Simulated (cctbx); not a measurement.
# Which space group?

Cell: a = 5.5850 Å, b = 5.7240 Å, c = 12.3190 Å, α = 90.00°, β = 90.00°, γ = 90.00°. Expected content of the cell: Bi8 Cd4 Fe8.

Simulated single-crystal data (cctbx): Ag Kα, λ = 0.56087 Å, to d = 0.6 Å, 70 % of the full sphere, strongest reflection 20000 counts, noise from counting, a 6 % proportional error and a noise floor of 4 counts (s.d.); no absorption, some extinction.

Tests on the unmerged data give:

```text
5372 reflections to d = 0.600 A
centring   violations  <I/sigma> of those
    A          0 of  2653     -0.0
    B          0 of  2674     -0.0
    C          0 of  2703     -0.0
    I        619 of  2695      3.3
    R        862 of  3603      3.3
    F          0 of  4015     -0.0
Laue class    unique    Rint  (classes that these axes allow; Friedel mates merged)
F m m m           292   0.045
space group    extra absences  I>4sigma  <I/sigma>
F 2 2 2                 0          0         -  acentric
F m m 2                 0          0         -  acentric
F 2 m m                 0          0         -  acentric
F m 2 m                 0          0         -  acentric
F m m m                 0          0         -  centric
Wilson B = 0.50 A^2   <|E^2-1|> = 0.650 (0.968 centric, 0.736 acentric)   E^2>4: 0.0 %
shell (A)         n   <I/sigma>
 6.16 - 1.20     45     26.5
 1.20 - 0.95     34     27.4
 0.95 - 0.83     40     25.0
 0.83 - 0.76     32     27.5
 0.76 - 0.70     33     27.5
 0.70 - 0.66     37     22.2
 0.66 - 0.63     33     27.9
 0.63 - 0.60     38     23.9
```

Q: Read the symmetry from these tables.

The reflections that A, B, C and F centring forbids are absent (⟨I/σ⟩ near 0), so the lattice is F. F holds A, B and C together.

Only F m m m fits these axes (Rint 0.045); a search for a hidden higher lattice was not made.

5 settings pass the absence test. No glide or screw absences show, which leaves F 2 2 2, F m m 2, F 2 m m, F m 2 m and F m m m.

⟨|E²−1|⟩ = 0.650 leans to a non-centrosymmetric structure, or to twinning, which lowers it. Here that hint misleads: the statistic assumes many like atoms on general positions, and few, heavy or special-position atoms break it. The Wilson B of 0.50 Å² means U ≈ 0.0063 Å².

The true group is Fmmm (no. 69), Laue class mmm, centrosymmetric. The tables only narrow the choice to the tied entries; cell content, site symmetry and trial solutions must settle it.

The model is made up (kin elements in a known structure type, no relaxation), so it says nothing on whether the phase exists.

[Logs are printed without paths, hosts, clocks, repeated set-up lines and the standing remarks that a program may print on its own settings, such as how far it seeks lower states.]
